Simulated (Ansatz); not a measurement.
# W2COS MXene monolayer in a perpendicular field, part 2 of 2

Aim: how the W2COS MXene monolayer screens a field along its normal, and what the field does to its bands. A positive field points along +c.

Ansatz 0.2.0; plane-wave DFT, PBE-D3(BJ), Ansatz PAW.

So far. Step 2 (Relaxing the slab): The lattice constant a goes from 3.125 to 3.160 Å.

## 3. Single point, field 0

A sawtooth potential applies the field, turning back in the middle of the vacuum. With the dipole correction the typed value is the field outside the slab. The induced dipole is small, so the SCF threshold is tight.

The cell differs from the one that the last finished run ended in (c 41.617 → 22.954 Å).

input.yaml

```yaml
crystal:
  lattice:
    - [3.1595567912, 0.0, 0.0]
    - [-1.5797783956, 2.7362564459, 0.0]
    - [0.0, 0.0, 22.9543772904]
  atoms:
    - { symbol: S, position: [0.3333333333, 0.6666666667, 0.3920820803] }
    - { symbol: W, position: [0.6666666667, 0.3333333333, 0.4640626346] }
    - { symbol: C, position: [0.0, 0.0, 0.5127662927] }
    - { symbol: W, position: [0.3333333333, 0.6666666667, 0.5594399156] }
    - { symbol: O, position: [0.6666666667, 0.3333333333, 0.6079179197] }
kpoints:
  mp_grid: { grid: [18, 18, 1] }
  band_path:
    path: [[0, 0, 0], [0.5, 0, 0], [0.33333333, 0.33333333, 0], [0, 0, 0]]
    npoints: 16
hamiltonian:
  xc: pbe
  dispersion: d3bj
scf:
  occupations: { method: fermi_dirac, width: 0.02585 }
  convergence: { dr2_threshold: 1.0e-10 }
efield:
  axis: 3
  dipole_correction: true
  ramp_position: 0.97
  ramp_width: 0.06
  amplitude: 0
output:
  dos: { projected: true, e_range: [-6, 5] }
  write_potential: true
  write_density: true
  volumetric_format: npy
  elf: true
```

Launch:

```
$ ansatz run input.yaml --threads 2 --pin off --max-ram 3072MiB --backend cpu --events-out ev --progress --plain --runs-dir out
```

Numbers of over 12 decimals in the logs are rounded to 6 here.

Output:

```text
[...]
Crystal: 5 atoms, lattice volume = 198.449 Å³
Basis set: ecut = 420 eV, 3833 PW (Γ)
Bands: 27, of which v1, the nominal top of the filled ones, is band 22 counted from 1 (21 counted from 0)
Symmetry: 6 space group operations
[...]
k-points: 37 of 324 (time reversal used)
[...]
SCF iter   1: F=—  HF=-22491.832950 eV  |F-HF|=—  |Δ(HF+E_count)|=         —  Δρ=6.08e-3  dr2=1.18e-1  ethr=1.77e-3  p=-0.030 e·Å  D=-2.78e-2 V/Å  ΔV_dip=0.64 eV  dr2_dipole=9.48e-3  V_vac-E_F(+/−)=5.82/5.18 eV  ⟨swp⟩=10.6  Hψ=6411  notcnv=0
efield: sawtooth ramp at fractional position 0.9700 (set: `efield.ramp_position`, or a place that a band, a saddle search or an elastic batch's reference lends), width 0.0600; the density the first Hamiltonian is built on has a dipole p = -0.030 e·Å; the dipole correction subtracts the counter field D = -2.78e-2 V/Å, which shifts the + side's vacuum level by +0.64 eV against the − side's; the planar-averaged density in the ramp window peaks in size at 8.2e-6 e/Å³
[...]
SCF iter   2: F=—  HF=-22491.823865 eV  |F-HF|=—  |Δ(HF+E_count)|=   9.09e-3  Δρ=2.83e-3  dr2=1.53e-2  ethr=2.67e-4  p=-0.037 e·Å  D=-3.37e-2 V/Å  ΔV_dip=0.77 eV  dr2_dipole=2.41e-6  V_vac-E_F(+/−)=5.71/4.94 eV  ⟨swp⟩=2.4  Hψ=1893  notcnv=0  defer=5
[...]
SCF iter   9: F=-22491.822384 eV  HF=-22491.822384 eV  |F-HF|=7.28e-12  |Δ(HF+E_count)|=   1.18e-9  Δρ=1.22e-7  dr2=2.71e-11  ethr=1.00e-12  p=-0.040 e·Å  D=-3.67e-2 V/Å  ΔV_dip=0.84 eV  dr2_dipole=3.54e-13  V_vac-E_F(+/−)=5.76/4.91 eV  ⟨swp⟩=5.8  Hψ=3341  notcnv=0
SCF 1 converged in 9 iterations: F = -22491.822384 eV  dr2 = 2.71e-11
[...]
NSCF: frozen V_eff on 49 k-points
efield: sawtooth ramp at fractional position 0.9700 (kept from the solve that this one continues, or follows in the run), width 0.0600; the density the first Hamiltonian is built on has a dipole p = -0.040 e·Å; the dipole correction subtracts the counter field D = -3.67e-2 V/Å, which shifts the + side's vacuum level by +0.84 eV against the − side's; the planar-averaged density in the ramp window peaks in size at 3.2e-6 e/Å³
[...]
SCF converged after 9 iterations
Free energy (F): -22491.822384 eV
[...]
Internal energy: -22491.818302 eV  (E = F + TS)
E sigma→0 (E₀):  -22491.820343 eV
Entropy (-TS):   -0.004083 eV (-0.817 meV/atom)
Fermi energy:    1.493823 eV
Dipole field:    D = -0.036743 V/Å  (p = -0.040296 e·Å, saw-weighted, corrected)
Work function:   Φ+ = 5.7563 eV   Φ− = 4.9130 eV
Levels:          The Fermi level and band energies are counted from a zero that moves with the ramp; work functions are not
[...]
--- Band table (eV; the first three rows and the last of 37) ---
  k-point 0: bands = [... 18 lower, -1.1212, -1.1212, 0.2291, 0.2291, 0.4015, 2.1244, 2.1244, 2.6230, ... 1 higher]
  k-point 1: bands = [... 18 lower, -1.2519, -1.2097, -0.0882, 0.3264, 0.6973, 2.1560, 2.1808, 2.7607, ... 1 higher]
  k-point 2: bands = [... 18 lower, -1.3518, -1.2198, -0.4654, 0.4968, 1.0006, 2.2131, 2.3783, 3.1080, ... 1 higher]
  k-point 36: bands = [... 18 lower, -3.0613, -2.9072, 0.6073, 0.8352, 1.1719, 2.9054, 3.4559, 3.7241, ... 1 higher]
```

The job ended after 18 s (2 threads of Intel Xeon Platinum 8375C at 2.90GHz (Ice Lake), shared host; peak memory 0.6 GiB).

This step gave:

- energy at zero smearing: -22491.8203 eV
- work function, upper face: 5.756 eV
- work function, lower face: 4.913 eV
- dipole along the normal: -0.04030 e·Å
- step between the vacuum levels: 0.8434 eV

Running mean over a fixed 2.7 Å (it still follows the layers) of the planar mean; the ramp of the sawtooth is left out. Electron's electrostatic potential energy less the Fermi level against z:

z (Å), electron's electrostatic potential energy less the Fermi level (eV) and a bar from the least value:
```
      3.5        4.9 #############################
      4.0        4.9 #############################
      4.5        4.9 #############################
      5.0        4.9 #############################
      5.5        4.9 #############################
      6.0        4.9 #############################
      6.5        4.7 #############################
      7.0        4.1 ############################
      7.5        2.1 #########################
      8.0       -0.3 ######################
      8.5       -2.5 ##################
      9.0       -5.6 ##############
      9.5       -9.6 #########
     10.0      -12.0 #####
     10.5      -12.9 ####
     11.0      -13.9 ###
     11.5      -15.7 
     12.0      -15.8 
     12.5      -14.5 ##
     13.0      -13.0 ####
     13.5      -10.1 ########
     14.0       -6.2 #############
     14.5       -1.7 ####################
     15.0        1.9 #########################
     15.5        4.4 ############################
     16.0        5.5 ##############################
     16.5        5.7 ##############################
     17.0        5.8 ##############################
     17.5        5.8 ##############################
     18.0        5.8 ##############################
     18.5        5.8 ##############################
     19.0        5.8 ##############################
     19.5        5.8 ##############################
```

The density of states has structure finer than the step of the table below, so its rows give means over 0.2 eV, whole bins alone (the curve runs from -6 to 1.58 eV). Peaks (eV: height): -5.61: 10.9, -4.98: 9.47, -4.79: 12.5, -4.51: 5.38, -4.15: 5.72, 0.73: 5.42, 1.42: 20.7.

Table of density of states by energy, zero at the Fermi level; means over each step:

energy (eV), density of states (states/eV a cell) and a bar from the least value:
```
     -5.8        1.9 #####
     -5.6        5.6 #######################
     -5.4        2.0 ######
     -5.2        1.8 #####
     -5.0        5.5 ######################
     -4.8        7.1 ##############################
     -4.6        4.5 ##################
     -4.4        3.1 ###########
     -4.2        2.9 ##########
     -4.0        1.5 ###
     -3.8        1.6 ####
     -3.6        2.3 #######
     -3.4        3.7 ##############
     -3.2        3.4 ############
     -3.0        3.5 #############
     -2.8        1.7 ####
     -2.6        2.0 ######
     -2.4        1.9 #####
     -2.2        2.2 ######
     -2.0        1.6 ####
     -1.8        1.2 ##
     -1.6        0.9 #
     -1.4        0.8 
     -1.2        1.9 #####
     -1.0        2.1 ######
     -0.8        1.5 ###
     -0.6        1.7 ####
     -0.4        1.3 ##
     -0.2        1.4 ###
      0.0        1.6 ####
      0.2        1.8 #####
      0.4        2.1 ######
      0.6        3.6 #############
      0.8        3.8 ##############
      1.0        1.6 ####
      1.2        2.1 ######
      1.4        5.9 ########################
```

Projected DOS per atom over height of the atomic layer and energy from the Fermi level. Layers: S W C W O from below.

Ten even steps from '0' (0.05 states/eV) to '9' (2.88 states/eV), each cell a mean:
```
05150
01030
03060
02030
01020
01010
01010
11010
10010
00000
11010
11000
21000
32012
61102
20001
21001
22013
33129
11015
32112
11111
```
Columns: height of the atomic layer (Å) from 9 to 14.0 (not evenly spaced); rows upwards: energy from the Fermi level (eV) from -5.96 to 1.6.

The electronic bands at the labelled points (eV, zero at the Fermi level):

```csv
point,band 19,band 20,band 21,band 22,band 23,band 24,band 25,band 26
Γ,-2.62,-2.62,-1.26,-1.26,-1.09,0.63,0.63,1.13
halfway,-3.01,-2.80,-2.73,-0.64,0.11,0.86,1.72,1.76
M,-3.39,-2.89,-2.47,0.46,0.60,1.41,1.62,1.94
halfway,-4.11,-3.61,-1.81,0.04,0.30,1.45,1.85,2.32
K,-4.56,-4.40,-0.89,-0.66,-0.32,1.41,1.96,2.23
halfway,-3.50,-3.10,-1.87,-1.36,0.73,1.28,1.67,1.78
Γ,-2.62,-2.62,-1.26,-1.26,-1.09,0.63,0.63,1.13
```

ELF in the ca plane at fractional y = 0.333, with atoms of W and O within 0.2 Å of it. It is the smooth field of the valence electrons, not physical close to the nuclei.

Ten even steps from '0' (0.00) to '9' (0.85), each cell a mean:
```
00000000000012456534653343125887520000000000
00000000000000012247676322158889841000000000
00000000000000001157237321168569952000000000
00000000000000123237776232148899841000000000
00000000000013466533542343224787420000000000
00000000000146888853224653321221100000000000
00000000000257999864346753332100000000000000
00000000000136888752224653221232100000000000
```
Columns run along c (16.0 Å, from fractional 0.14 to 0.84 of the cell), rows up along a (3.2 Å). Atoms in or near the plane, at fractional coordinates: W at (0.46, 0.67), O at (0.61, 0.67).

Valence density in the ca plane at fractional y = 0.333, with atoms of W and O within 0.2 Å of it. It is the smooth field of the valence electrons, not physical close to the nuclei.

Ten steps, logarithmic in the rise over the least value, from '0' (0.0 e/Å³) to '9' (6.3 e/Å³), each cell a mean:
```
00000000000001233446775444345654200000000000
00000000000000122368998533347986310000000000
00000000000000112369998533358997410000000000
00000000000000123368997533347886310000000000
00000000000001234445765444444553100000000000
00000000000012344443444455554321000000000000
00000000000012345443334555654211000000000000
00000000000012344444444445544321000000000000
```
Columns run along c (16.0 Å, from fractional 0.14 to 0.84 of the cell), rows up along a (3.2 Å). Atoms in or near the plane, at fractional coordinates: W at (0.46, 0.67), O at (0.61, 0.67).

Electrostatic potential energy in the ca plane at fractional y = 0.333, with atoms of W and O within 0.2 Å of it. With pseudopotentials it is smooth inside the atoms' cores, unlike the true potential.

Values in eV, 5 rows by 16 columns, each cell a mean:
```
  7   7   7   7   7   6   5   1 -28 -27  -2  -5 -10   7   7   7
  7   7   7   7   7   6   6   0 -41 -39  -1 -12 -36   6   7   7
  7   7   7   7   7   6   5   0 -29 -27  -2  -6 -12   7   7   7
  7   7   7   7   7   6   3  -4  -3  -4  -8 -12   3   7   7   7
  7   7   7   7   7   6   3  -4  -3  -3  -8 -12   3   7   7   7
```
Columns run along c (16.0 Å, from fractional 0.08 to 0.78 of the cell; values clipped at the 3rd and 97th percentile), rows up along a (3.2 Å). Atoms in or near the plane, at fractional coordinates: W at (0.46, 0.67), O at (0.61, 0.67).

The work function of the upper face is 5.76 eV.

## 4. Atoms held, field 0.1 V/Å

input.yaml: that of step 3 with these lines changed.

```diff
@@ -27,5 +27,4 @@
   ramp_width: 0.06
-  amplitude: 0
+  amplitude: 0.1
 output:
-  dos: { projected: true, e_range: [-6, 5] }
   write_potential: true
@@ -33,2 +32 @@
   volumetric_format: npy
-  elf: true
```

Output:

```text
[...]
Crystal: 5 atoms, lattice volume = 198.449 Å³
Basis set: ecut = 420 eV, 3833 PW (Γ)
Bands: 27, of which v1, the nominal top of the filled ones, is band 22 counted from 1 (21 counted from 0)
Symmetry: 6 space group operations
[...]
k-points: 37 of 324 (time reversal used)
[...]
k-point 0: bands = [... 18 lower, -1.1390, -1.1390, 0.2090, 0.2090, 0.3850, 2.1062, 2.1062, 2.6076, ... 1 higher]
  k-point 1: bands = [... 18 lower, -1.2712, -1.2283, -0.1076, 0.3068, 0.6800, 2.1378, 2.1626, 2.7454, ... 1 higher]
  k-point 2: bands = [... 18 lower, -1.3716, -1.2412, -0.4852, 0.4777, 0.9830, 2.1950, 2.3602, 3.0912, ... 1 higher]
  k-point 36: bands = [... 18 lower, -3.0738, -2.9356, 0.5884, 0.8156, 1.1551, 2.8854, 3.4390, 3.7020, ... 1 higher]
[key lines of the parts left out:]
SCF converged after 11 iterations
Free energy (F): -22491.819893 eV
Fermi energy:    1.475153 eV
Dipole field:    D = -0.008676 V/Å  (p = -0.009515 e·Å, saw-weighted, corrected)
```

The job ended after 21 s (2 threads; peak memory 0.57 GiB).

The dipole is -0.00952 e·Å, 0.0308 e·Å from its value without field.

## 5. Atoms held, field -0.1 V/Å

input.yaml: that of step 4 with these lines changed.

```diff
@@ -27,3 +27,3 @@
   ramp_width: 0.06
-  amplitude: 0.1
+  amplitude: -0.1
 output:
```

Output:

```text
[...]
Crystal: 5 atoms, lattice volume = 198.449 Å³
Basis set: ecut = 420 eV, 3833 PW (Γ)
Bands: 27, of which v1, the nominal top of the filled ones, is band 22 counted from 1 (21 counted from 0)
Symmetry: 6 space group operations
[...]
k-points: 37 of 324 (time reversal used)
[...]
k-point 0: bands = [... 18 lower, -1.1040, -1.1040, 0.2486, 0.2486, 0.4173, 2.1420, 2.1420, 2.6377, ... 1 higher]
  k-point 1: bands = [... 18 lower, -1.2331, -1.1919, -0.0694, 0.3455, 0.7140, 2.1736, 2.1984, 2.7753, ... 1 higher]
  k-point 2: bands = [... 18 lower, -1.3326, -1.1990, -0.4462, 0.5153, 1.0176, 2.2305, 2.3957, 3.1241, ... 1 higher]
  k-point 36: bands = [... 18 lower, -3.0486, -2.8794, 0.6255, 0.8542, 1.1881, 2.9247, 3.4723, 3.7455, ... 1 higher]
[key lines of the parts left out:]
SCF converged after 11 iterations
Free energy (F): -22491.827952 eV
Fermi energy:    1.511842 eV
Dipole field:    D = -0.064787 V/Å  (p = -0.071051 e·Å, saw-weighted, corrected)
```

The job ended after 20 s (2 threads; peak memory 0.58 GiB; 39 s of CPU time).

The dipole is -0.0711 e·Å, -0.0308 e·Å from its value without field.

## 6. Response, atoms held

This step: plane-wave DFT, PBE-D3(BJ), Ansatz PAW; response to a field along the normal, atoms held (Ansatz 0.2.0).

The dipoles give the slope, and the difference of two potentials shows where the field is screened.

Numbers from this step:

```yaml
equivalent_conductor_thickness_p_eps_0ae: 6.440 Å
distance_between_the_outer_atoms: 4.954 Å
```

Dipole of the cell against applied field:

| applied field (V/Å) | dipole of the cell (e·Å) |
| --- | --- |
| -0.1000 | -0.0711 |
| 0.0000 | -0.0403 |
| 0.1000 | -0.00952 |

Local field over the applied field, running mean. From the potentials at -0.1 and 0.1 V/Å; running mean over 2.5 Å. Local field over applied field against z:

```csv
z (Å),local field over applied field
4.5,0.999
5.0,0.997
5.5,0.991
6.0,0.973
6.5,0.926
7.0,0.825
7.5,0.669
8.0,0.491
8.5,0.309
9.0,0.162
9.5,0.0749
10.0,0.0338
10.5,0.0169
11.0,0.0159
11.5,0.0151
12.0,0.0184
12.5,0.0393
13.0,0.0939
13.5,0.194
14.0,0.343
14.5,0.514
15.0,0.686
15.5,0.833
16.0,0.932
16.5,0.978
17.0,0.993
17.5,0.998
18.0,0.999
18.5,1.000
```

Electrons, planar mean, per unit field. The induced electron density by z:

```
z (Å)  induced electron density (e/Å³ per V/Å)
  4.5                                   3.6e-6
  5.0                                   1.2e-5
  5.5                                   3.9e-5
  6.0                                   1.2e-4
  6.5                                   3.6e-4
  7.0                                   9.7e-4
  7.5                                  0.00230
  8.0                                  0.00367
  8.5                                  0.00224
  9.0                                  0.00110
  9.5                                   3.4e-4
 10.0                                  -8.8e-4
 10.5                                   5.8e-4
 11.0                                   1.8e-4
 11.5                                   2.4e-4
 12.0                                  -3.4e-4
 12.5                                  -3.0e-4
 13.0                                  -4.3e-4
 13.5                                  -9.6e-4
 14.0                                 -0.00177
 14.5                                 -0.00359
 15.0                                 -0.00243
 15.5                                  -9.2e-4
 16.0                                  -3.0e-4
 16.5                                  -8.8e-5
 17.0                                  -2.5e-5
 17.5                                  -6.9e-6
 18.0                                  -1.9e-6
 18.5                                  -5.5e-7
```

By hand: between -0.1 and 0.1 V/Å the dipole changes by 0.06154 e·Å, a slope of 0.3077 e·Å²/V. A perfect conductor of thickness t has p = ε₀AEt, so t = 180.95 × 0.3077 / 8.645 = 6.44 Å (e/ε₀ = 180.95 V·Å, A in Å²).

The induced dipole is that of a conductor 6.44 Å thick.

## 7. Results

```json
{"gap without field": "none", "work function, upper face": "5.76 eV", "step between the vacuum levels": "0.843 eV", "equivalent conductor thickness, atoms held": "6.44 Å"}
```

**Reading.** The induced dipole equals that of a perfect conductor 6.44 Å thick, while the outer atoms lie 4.95 Å apart. The two faces differ: the vacuum level above lies 0.84 eV higher than the one below. There is no gap over 0.03 eV, with or without the field. The main runs have no spin polarisation; a magnetic state could lie lower and would change these results. Spin-orbit coupling is left out, which matters for the bands of elements this heavy. The MXene's terminations sit over the metal atoms of its far layer; the site over carbon or nitrogen, which some compounds prefer, was not run.

[Logs are printed without paths, hosts, clocks, repeated set-up lines and the standing remarks that a program may print on its own settings, such as how far it seeks lower states.]

[Hosts, paths, dates, database ids (printed as entryN), source tags and the programs' standing remarks are cut or masked in the printed files.]

[Maps of the electrostatic potential energy from Ansatz leave out the sawtooth potential of an applied field or a dipole correction, so their vacuum need not be flat; planar profiles and work functions include it.]
